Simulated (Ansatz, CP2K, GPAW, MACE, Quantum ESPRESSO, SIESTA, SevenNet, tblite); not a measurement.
# (5,5) carbon nanotube bundle (80 atoms) in CP2K, part 3 of 4

How do the settings of CP2K change the result for (5,5) carbon nanotube bundle (80 atoms)? A plane-wave run serves as the yardstick.

Program: CP2K 2026.2; the method stands at each step. Banners, paths, timers and routine set-up lines are dropped from the logs unmarked, and long logs keep their key lines alone; longer cuts are marked.

So far. Step 6 (PBE+D3(BJ), DZVP-MOLOPT-SR, 450/50 Ry, diagonalisation): Against the first run (2.2 %), the force difference from the reference is 4.4 %, at 1.00 times the CPU time; the model has changed, so this is no error of the program alone.

### 8. PBE, DZVP-MOLOPT-SR, 225/50 Ry, diagonalisation

Method: Kohn-Sham DFT, PBE, GTH-PBE pseudopotentials, Gaussian and plane waves, DZVP-MOLOPT-SR-GTH, diagonalisation.

input.inp

```
&GLOBAL
  PROJECT cell
  RUN_TYPE ENERGY_FORCE
  PRINT_LEVEL LOW
&END GLOBAL
&FORCE_EVAL
  METHOD QS
  STRESS_TENSOR ANALYTICAL
  &DFT
    BASIS_SET_FILE_NAME BASIS_MOLOPT
    POTENTIAL_FILE_NAME GTH_POTENTIALS
    &MGRID
      CUTOFF 225
      REL_CUTOFF 50
    &END MGRID
    &QS
      EPS_DEFAULT 1.0E-12
    &END QS
    &SCF
      SCF_GUESS ATOMIC
      EPS_SCF 1.0E-06
      MAX_SCF 200
      ADDED_MOS 36
      &DIAGONALIZATION
        ALGORITHM STANDARD
      &END DIAGONALIZATION
      &SMEAR ON
        METHOD FERMI_DIRAC
        ELECTRONIC_TEMPERATURE [K] 580
      &END SMEAR
      &MIXING
        METHOD BROYDEN_MIXING
        ALPHA 0.15
        NBROYDEN 8
      &END MIXING
      &PRINT
        &RESTART OFF
        &END RESTART
      &END PRINT
    &END SCF
    &XC
      &XC_FUNCTIONAL PBE
      &END XC_FUNCTIONAL
    &END XC
    &PRINT
      &MULLIKEN ON
      &END MULLIKEN
      &LOWDIN ON
      &END LOWDIN
      &MO ON
        EIGENVALUES T
        OCCUPATION_NUMBERS T
        MO_INDEX_RANGE 149 172
        &EACH
          QS_SCF 0
        &END EACH
        ADD_LAST NUMERIC
      &END MO
    &END PRINT
  &END DFT
  &SUBSYS
    &CELL
      A 10.08135 0.00000 0.00000
      B -5.04067 8.73070 0.00000
      C 0.00000 0.00000 9.72051
    &END CELL
    &TOPOLOGY
      COORD_FILE_NAME structure.xyz
      COORD_FILE_FORMAT XYZ
    &END TOPOLOGY
    &KIND C
      BASIS_SET DZVP-MOLOPT-SR-GTH-q4
      POTENTIAL GTH-PBE-q4
    &END KIND
  &END SUBSYS
  &PRINT
    &FORCES ON
    &END FORCES
    &STRESS_TENSOR ON
    &END STRESS_TENSOR
  &END PRINT
&END FORCE_EVAL
```

structure.xyz

```xyz
80

[... 80 atom lines left out: the same atoms as in the first run ...]
```

On the command line:

```sh
$ OMP_NUM_THREADS=2 cp2k.psmp -i input.inp > output.txt
```

Numbers of over 12 decimals in the logs are rounded to 6 here.

What it wrote:

```text
CP2K| version string:                                       CP2K version 2026.2
 CP2K| Input file name                                                 input.inp
 GLOBAL| Basis set file name                                        BASIS_MOLOPT
 GLOBAL| Potential file name                                      GTH_POTENTIALS
 GLOBAL| Run type                                                   ENERGY_FORCE
 GLOBAL| Total number of message passing processes                             1
 GLOBAL| Number of threads for this process                                    2
[... lines left out ...]
                        Smear method:                                FERMI_DIRAC
[... lines left out ...]
 Number of electrons:                                                        320
[... lines left out ...]
  Step     Update method      Time    Convergence         Total energy    Change
[... lines left out ...]
  *** SCF run converged in    18 steps ***
[... lines left out ...]
  Fermi energy:                                                 0.148818
  Total energy:                                              -455.030624
  Total energy (extrapolated to T->0):                       -455.030624
[... lines left out ...]
 MO| E(Fermi):            0.148818 a.u.          4.049537 eV
[... lines left out ...]
      79     C        1          4.024277                             -0.024277
      80     C        1          3.991415                              0.008585
 # Total charge                            320.000000                  0.000000
 ENERGY| Total FORCE_EVAL ( QS ) energy [hartree]           -455.030630
 FORCES| Atomic forces [hartree/bohr]
 FORCES|   Atom     x               y               z               |f|
 FORCES|      1 -2.04301714E-04  1.14645283E-04 -6.86985408E-03   6.87384738E-03
 FORCES|      2  5.96788203E-03 -1.53564130E-02  8.15257959E-03   1.83820453E-02
 FORCES|      3  1.28754342E-02 -6.52752678E-04  3.24043818E-02   3.48747309E-02
[...]
FORCES|     79  1.48659709E-02  1.24471157E-02 -3.30333259E-02   3.83031121E-02
 FORCES|     80  4.43949116E-03 -1.90540822E-02 -5.24783017E-03   2.02560324E-02
 FORCES| Sum    -3.59635063E-04  1.81032375E-03  7.76545853E-03
 FORCES| Total atomic force                                       7.98178900E-03
 STRESS| Analytical stress tensor [bar]
 STRESS|                        x                   y                   z
 STRESS|      x        1.00268124732E+05   1.09423682409E+04   1.55907308416E+02
 STRESS|      y        1.09423682409E+04   1.20485778639E+05  -8.46795576410E+02
 STRESS|      z        1.55907308416E+02  -8.46795576410E+02   1.34951145698E+05
 STRESS| 1/3 Trace                                             1.18568349690E+05
```

Run time: 2.3 min. Hardware: 2 threads of Arm Neoverse V2, shared host; peak memory 0.87 GiB; 4.5 min of CPU time.

Compared with the plane-wave run:

* r.m.s. force component: 1.399 eV/Å
* r.m.s. difference of force components: 39.04 meV/Å
* longest difference of force vectors: 134.3 meV/Å
* force difference over r.m.s. force: 2.846 %
* slope of forces against the reference's: 1.02
* correlation of force components: 0.9998
* pressure: 11.86 GPa
* pressure difference: 0.7409 GPa
* energy less the same-level run's: -0.2753 meV/atom
* r.m.s. force difference from the same-level run: 23.1 meV/Å

This is a coarse setting, run to see what it loses.

Against the first run (2.2 %), the force difference from the reference is 2.8 %, at 0.90 times the CPU time: the grid matters here.

### 9. BLYP, DZVP-MOLOPT-SR, 450/50 Ry, diagonalisation

Method: Kohn-Sham DFT, BLYP, GTH-BLYP pseudopotentials, Gaussian and plane waves, DZVP-MOLOPT-SR-GTH, diagonalisation.

Edit input.inp of step 8 so:

```diff
@@ -12,3 +12,3 @@
     &MGRID
-      CUTOFF 225
+      CUTOFF 450
       REL_CUTOFF 50
@@ -41,3 +41,3 @@
     &XC
-      &XC_FUNCTIONAL PBE
+      &XC_FUNCTIONAL BLYP
       &END XC_FUNCTIONAL
@@ -72,3 +72,3 @@
       BASIS_SET DZVP-MOLOPT-SR-GTH-q4
-      POTENTIAL GTH-PBE-q4
+      POTENTIAL GTH-BLYP-q4
     &END KIND
```

structure.xyz is that of step 8.

What it wrote:

```text
CP2K| version string:                                       CP2K version 2026.2
 CP2K| Input file name                                                 input.inp
 GLOBAL| Basis set file name                                        BASIS_MOLOPT
 GLOBAL| Potential file name                                      GTH_POTENTIALS
 GLOBAL| Run type                                                   ENERGY_FORCE
 GLOBAL| Total number of message passing processes                             1
 GLOBAL| Number of threads for this process                                    2
 TOTAL NUMBERS AND MAXIMUM NUMBERS
  Total number of            - Atomic kinds:                                   1
                             - Atoms:                                         80
[... lines left out ...]
                        Smear method:                                FERMI_DIRAC
[... lines left out ...]
 Number of electrons:                                                        320
[... lines left out ...]
  Step     Update method      Time    Convergence         Total energy    Change
[... lines left out ...]
  *** SCF run converged in    18 steps ***
[... lines left out ...]
  Fermi energy:                                                 0.164201
  Total energy:                                              -452.807790
  Total energy (extrapolated to T->0):                       -452.807790
[... lines left out ...]
 MO| E(Fermi):            0.164201 a.u.          4.468125 eV
[... lines left out ...]
       1     C        1          4.007202                             -0.007202
       2     C        1          4.000903                             -0.000903
       3     C        1          4.001477                             -0.001477
[...]
# Total charge                            320.000000                  0.000000
 !-----------------------------------------------------------------------------!
 LOWDIN POPULATION ANALYSIS
 #  Atom  Element  Kind  Atomic population                           Net charge
[...]
79     C        1          4.023424                             -0.023424
      80     C        1          3.991828                              0.008172
 # Total charge                            320.000000                  0.000000
 ENERGY| Total FORCE_EVAL ( QS ) energy [hartree]           -452.807794
 FORCES| Atomic forces [hartree/bohr]
 FORCES|   Atom     x               y               z               |f|
 FORCES|      1  8.11580058E-05  6.81239336E-04 -6.96042996E-03   6.99415891E-03
 FORCES|      2  6.66766897E-03 -1.57024882E-02  7.09318325E-03   1.84753672E-02
 FORCES|      3  1.26207866E-02 -2.49628499E-04  3.19102158E-02   3.43162999E-02
[...]
FORCES|     79  1.53482506E-02  1.13918905E-02 -3.30445379E-02   3.81744083E-02
 FORCES|     80  4.48782557E-03 -1.82234144E-02 -3.86730719E-03   1.91621887E-02
 FORCES| Sum    -1.04611473E-02 -6.71865527E-03  1.42164405E-03
 FORCES| Total atomic force                                       1.25138724E-02
 STRESS| Analytical stress tensor [bar]
 STRESS|                        x                   y                   z
 STRESS|      x        1.15192588578E+05   1.05362297073E+04   7.03060850285E+01
 STRESS|      y        1.05362297073E+04   1.35367380440E+05  -5.88160957002E+02
 STRESS|      z        7.03060850285E+01  -5.88160957002E+02   1.56320177339E+05
 STRESS| 1/3 Trace                                             1.35626715452E+05
```

Wall time 2.6 min (2 threads); peak memory 1.8 GiB; 4.8 min of CPU time.

Compared with the plane-wave run:

```yaml
r_m_s_force_component: 1.37 eV/Å
r_m_s_difference_of_force_components: 39.35 meV/Å
longest_difference_of_force_vectors: 145.8 meV/Å
force_difference_over_r_m_s_force: 2.869 %
slope_of_forces_against_the_reference_s: 0.9983
correlation_of_force_components: 0.9996
pressure: 13.56 GPa
pressure_difference: 2.447 GPa
```

Against the first run (2.2 %), the force difference from the reference is 2.9 %, at 0.97 times the CPU time; the model has changed, so this is no error of the program alone.

The forces add up to 0.64 eV/Å instead of zero, usually a sign of too coarse a grid.

### 10. PBE, DZVP-MOLOPT-SR, 450/20 Ry, diagonalisation

Method: Kohn-Sham DFT, PBE, GTH-PBE pseudopotentials, Gaussian and plane waves, DZVP-MOLOPT-SR-GTH, diagonalisation.

Edit input.inp of step 9 so:

```diff
@@ -13,3 +13,3 @@
       CUTOFF 450
-      REL_CUTOFF 50
+      REL_CUTOFF 20
     &END MGRID
@@ -41,3 +41,3 @@
     &XC
-      &XC_FUNCTIONAL BLYP
+      &XC_FUNCTIONAL PBE
       &END XC_FUNCTIONAL
@@ -72,3 +72,3 @@
       BASIS_SET DZVP-MOLOPT-SR-GTH-q4
-      POTENTIAL GTH-BLYP-q4
+      POTENTIAL GTH-PBE-q4
     &END KIND
```

structure.xyz is that of step 9.

What it wrote:

```text
CP2K| version string:                                       CP2K version 2026.2
 CP2K| Input file name                                                 input.inp
 GLOBAL| Basis set file name                                        BASIS_MOLOPT
 GLOBAL| Potential file name                                      GTH_POTENTIALS
 GLOBAL| Run type                                                   ENERGY_FORCE
 GLOBAL| Total number of message passing processes                             1
 GLOBAL| Number of threads for this process                                    2
 TOTAL NUMBERS AND MAXIMUM NUMBERS
  Total number of            - Atomic kinds:                                   1
                             - Atoms:                                         80
[... lines left out ...]
                        Smear method:                                FERMI_DIRAC
[... lines left out ...]
 Number of electrons:                                                        320
[... lines left out ...]
  Step     Update method      Time    Convergence         Total energy    Change
[... lines left out ...]
  *** SCF run converged in    18 steps ***
[... lines left out ...]
  Fermi energy:                                                 0.148729
  Total energy:                                              -455.036543
  Total energy (extrapolated to T->0):                       -455.036543
[... lines left out ...]
 MO| E(Fermi):            0.148729 a.u.          4.047114 eV
[... lines left out ...]
       1     C        1          4.006214                             -0.006214
       2     C        1          4.001007                             -0.001007
       3     C        1          4.000808                             -0.000808
[...]
# Total charge                            320.000000                  0.000000
 !-----------------------------------------------------------------------------!
 LOWDIN POPULATION ANALYSIS
 #  Atom  Element  Kind  Atomic population                           Net charge
[...]
79     C        1          4.024340                             -0.024340
      80     C        1          3.991455                              0.008545
 # Total charge                            320.000000                  0.000000
 ENERGY| Total FORCE_EVAL ( QS ) energy [hartree]           -455.036550
 FORCES| Atomic forces [hartree/bohr]
 FORCES|   Atom     x               y               z               |f|
 FORCES|      1  1.01562279E-07 -2.05762297E-04 -7.67197156E-03   7.67473034E-03
 FORCES|      2  6.07940039E-03 -1.52114144E-02  7.97915993E-03   1.82212302E-02
 FORCES|      3  1.28386990E-02 -4.62398344E-04  3.31690391E-02   3.55700880E-02
[...]
FORCES|     79  1.48662919E-02  1.21970252E-02 -3.37710981E-02   3.88620783E-02
 FORCES|     80  4.24335060E-03 -1.88099421E-02 -4.61979538E-03   1.98283245E-02
 FORCES| Sum    -1.56502896E-04 -3.40018660E-04  1.03128912E-02
 FORCES| Total atomic force                                       1.03196818E-02
 STRESS| Analytical stress tensor [bar]
 STRESS|                        x                   y                   z
 STRESS|      x        1.03989713120E+05   9.62887209050E+03   1.47690922095E+02
 STRESS|      y        9.62887209050E+03   1.22288734885E+05  -8.37066326594E+02
 STRESS|      z        1.47690922095E+02  -8.37066326594E+02   1.34867939051E+05
 STRESS| 1/3 Trace                                             1.20382129019E+05
```

Elapsed: 1.8 min, on 2 threads; peak memory 1.7 GiB; 3.4 min of CPU time.

Numbers from this run, and their distance from the reference:

```yaml
r_m_s_force_component: 1.394 eV/Å
r_m_s_difference_of_force_components: 29.31 meV/Å
longest_difference_of_force_vectors: 105.4 meV/Å
force_difference_over_r_m_s_force: 2.137 %
slope_of_forces_against_the_reference_s: 1.016
correlation_of_force_components: 0.9999
pressure: 12.04 GPa
pressure_difference: 0.9223 GPa
energy_less_the_same_level_run_s: -2.289 meV/atom
r_m_s_force_difference_from_the_same_level_run: 7.46 meV/Å
```

This is a coarse setting, run to see what it loses.

Against the first run (2.2 %), the force difference from the reference is 2.1 %, at 0.68 times the CPU time: the change moves forces by 7.5 meV/Å r.m.s., so most of the difference comes from elsewhere.

The forces add up to 0.53 eV/Å instead of zero, usually a sign of too coarse a grid.

### 11. PBE, DZVP-UZH, 450/50 Ry, diagonalisation

Method: Kohn-Sham DFT, PBE, GTH-PBE pseudopotentials, Gaussian and plane waves, DZVP-MOLOPT (UZH set), diagonalisation.

Edit input.inp of step 10 so:

```diff
@@ -9,7 +9,7 @@
   &DFT
-    BASIS_SET_FILE_NAME BASIS_MOLOPT
-    POTENTIAL_FILE_NAME GTH_POTENTIALS
+    BASIS_SET_FILE_NAME BASIS_MOLOPT_UZH
+    POTENTIAL_FILE_NAME POTENTIAL_UZH
     &MGRID
       CUTOFF 450
-      REL_CUTOFF 20
+      REL_CUTOFF 50
     &END MGRID
@@ -71,3 +71,3 @@
     &KIND C
-      BASIS_SET DZVP-MOLOPT-SR-GTH-q4
+      BASIS_SET DZVP-MOLOPT-PBE-GTH-q4
       POTENTIAL GTH-PBE-q4
```

structure.xyz is that of step 10.

On the command line:

```sh
$ OMP_NUM_THREADS=1 mpirun -np 4 cp2k.psmp -i input.inp > output.txt
```

What it wrote:

```text
CP2K| version string:                                       CP2K version 2026.2
 CP2K| Input file name                                                 input.inp
 GLOBAL| Basis set file name                                    BASIS_MOLOPT_UZH
 GLOBAL| Potential file name                                       POTENTIAL_UZH
 GLOBAL| Run type                                                   ENERGY_FORCE
 GLOBAL| Total number of message passing processes                             4
 GLOBAL| Number of threads for this process                                    1
[... lines left out ...]
                        Smear method:                                FERMI_DIRAC
[... lines left out ...]
 Number of electrons:                                                        320
[... lines left out ...]
  Step     Update method      Time    Convergence         Total energy    Change
[... lines left out ...]
  *** SCF run converged in    18 steps ***
[... lines left out ...]
  Fermi energy:                                                 0.151519
  Total energy:                                              -454.897935
  Total energy (extrapolated to T->0):                       -454.897935
[... lines left out ...]
 MO| E(Fermi):            0.151519 a.u.          4.123035 eV
[... lines left out ...]
      79     C        1          4.024361                             -0.024361
      80     C        1          3.989080                              0.010920
 # Total charge                            320.000000                  0.000000
 ENERGY| Total FORCE_EVAL ( QS ) energy [hartree]           -454.897950
 FORCES| Atomic forces [hartree/bohr]
 FORCES|   Atom     x               y               z               |f|
 FORCES|      1 -1.81760149E-04 -3.77800020E-04 -7.75587760E-03   7.76720072E-03
 FORCES|      2  5.86056564E-03 -1.49889190E-02  7.81942517E-03   1.78929408E-02
 FORCES|      3  1.30479610E-02 -9.38273900E-04  3.31496245E-02   3.56374416E-02
[...]
FORCES|     79  1.45475291E-02  1.19714979E-02 -3.40187642E-02   3.88873204E-02
 FORCES|     80  4.24727006E-03 -1.87891940E-02 -4.70480584E-03   1.98294809E-02
 FORCES| Sum     1.21647084E-04  1.72918491E-04 -1.03068713E-04
 FORCES| Total atomic force                                       2.35206244E-04
 STRESS| Analytical stress tensor [bar]
 STRESS|                        x                   y                   z
 STRESS|      x        1.01423432024E+05   1.09771171925E+04   1.39535368151E+02
 STRESS|      y        1.09771171925E+04   1.21422398758E+05  -8.43790659753E+02
 STRESS|      z        1.39535368151E+02  -8.43790659753E+02   1.33725822880E+05
 STRESS| 1/3 Trace                                             1.18857217888E+05
```

Run time: 1.7 min. Hardware: 4 MPI ranks; peak memory 2.5 GiB.

Compared with the plane-wave run:

| Property | Result |
| --- | --- |
| r.m.s. force component | 1.396 eV/Å |
| r.m.s. difference of force components | 29.24 meV/Å |
| longest difference of force vectors | 106.3 meV/Å |
| force difference over r.m.s. force | 2.132 % |
| slope of forces against the reference's | 1.018 |
| correlation of force components | 0.9999 |
| pressure | 11.89 GPa |
| pressure difference | 0.7698 GPa |

Against the first run (2.2 %), the force difference from the reference is 2.1 %, at 1.4 times the CPU time (on 4 against 2 cores), with 1040 basis functions against 1040; this set comes with other potentials too, so the change isn't the basis's alone.

(Part 3 of 4 ends here.)

[Also dropped from logs without a mark: logging warnings of Python, and SIESTA's first energy breakdown and zero terms.]

[Logs are printed without paths, hosts, clocks, repeated set-up lines and the standing remarks that a program may print on its own settings, such as how far it seeks lower states.]

[Hosts, paths, dates, database ids (printed as entryN), source tags and the programs' standing remarks are cut or masked in the printed files.]
